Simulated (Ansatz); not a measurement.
## TiSn (model cell, started as rocksalt type): the cell at rest: relaxation

Ansatz 0.2.0; DFT PBE, scalar-relativistic, plane waves, PAW.

The structure was built from a prototype and need not be the compound's stable phase.

The structure is cubic, space group Fm-3m (No. 225). The conventional cell has a = 5.610 Å, b = 5.610 Å, c = 5.610 Å, α = 90.00°, β = 90.00°, γ = 90.00°. Ti has 6 Sn at 2.81 Å nearest. Sn has 6 Ti at 2.81 Å nearest. Farther neighbours are not listed.

Relaxation path:

```
step  energy less that of the first step (eV)  largest force component (eV/Å)  pressure (GPa)  volume (Å³)
   1                                   0.0000                          0.0000           -0.38        44.14
   2                                   0.0000                          0.0000            0.45        43.70
   3                                  -0.0003                          0.0000            0.00        43.94
  4*                                  -0.0002                          0.0000            0.00        43.94
```

Relaxation steps marked * repeat the geometry before them on a plane-wave basis chosen anew for their cell, so energy and pressure can jump there. Relaxation step 2 was tried and not accepted.

Forces are held to the 48 operations that the run works with; a distortion that breaks them can't arise in this run.

```
conventional cell, symmetrised  before  after  change
                         a (Å)   5.610  5.601  -0.2 %
                         b (Å)   5.610  5.601  -0.2 %
                         c (Å)   5.610  5.601  -0.2 %
              volume (Å³/atom)   22.07  21.97  -0.5 %
```

The relaxed structure:

```xyz
2
Lattice="0.0000 2.8007 2.8007 2.8007 0.0000 2.8007 2.8007 2.8007 0.0000" Properties=species:S:1:pos:R:3 pbc="T T T"
Ti    0.0000    0.0000    0.0000
Sn    2.8007    2.8007    2.8007
```

Numbers from this step:

```yaml
pressure: -0.003118 GPa
volume_per_atom: 21.97 Å³
```

Q: Write an input that reproduces this.

The system, level and task follow from the heading and the kind of results. Meshes, cutoffs and thresholds can't be read from the results; these are the ones that the run used.

File input.yaml:

```yaml
crystal:
  lattice:
    - [0.0, 2.805, 2.805]
    - [2.805, 0.0, 2.805]
    - [2.805, 2.805, 0.0]
  atoms:
    - { symbol: Ti, position: [0.0, 0.0, 0.0] }
    - { symbol: Sn, position: [0.5, 0.5, 0.5] }
kpoints:
  mp_grid: { grid: [12, 12, 12] }
hamiltonian:
  xc: pbe
scf:
  occupations: { method: gaussian, width: 0.1 }
output:
  forces: true
  stress: true
  eigenvalues: true
relax:
  adjacent_minimum: "off"
  f_tol: 0.005
  max_steps: 80
  cell: { stress_tol: 0.05 }
```

The run is started by

```console
ansatz run input.yaml --threads 4 --pin off --max-ram 7168MiB --backend cpu --events-out ev --progress --plain --runs-dir out
```

[Logs are printed without paths, hosts, clocks, repeated set-up lines and the standing remarks that a program may print on its own settings, such as how far it seeks lower states.]

[Hosts, paths, dates, database ids (printed as entryN), source tags and the programs' standing remarks are cut or masked in the printed files.]
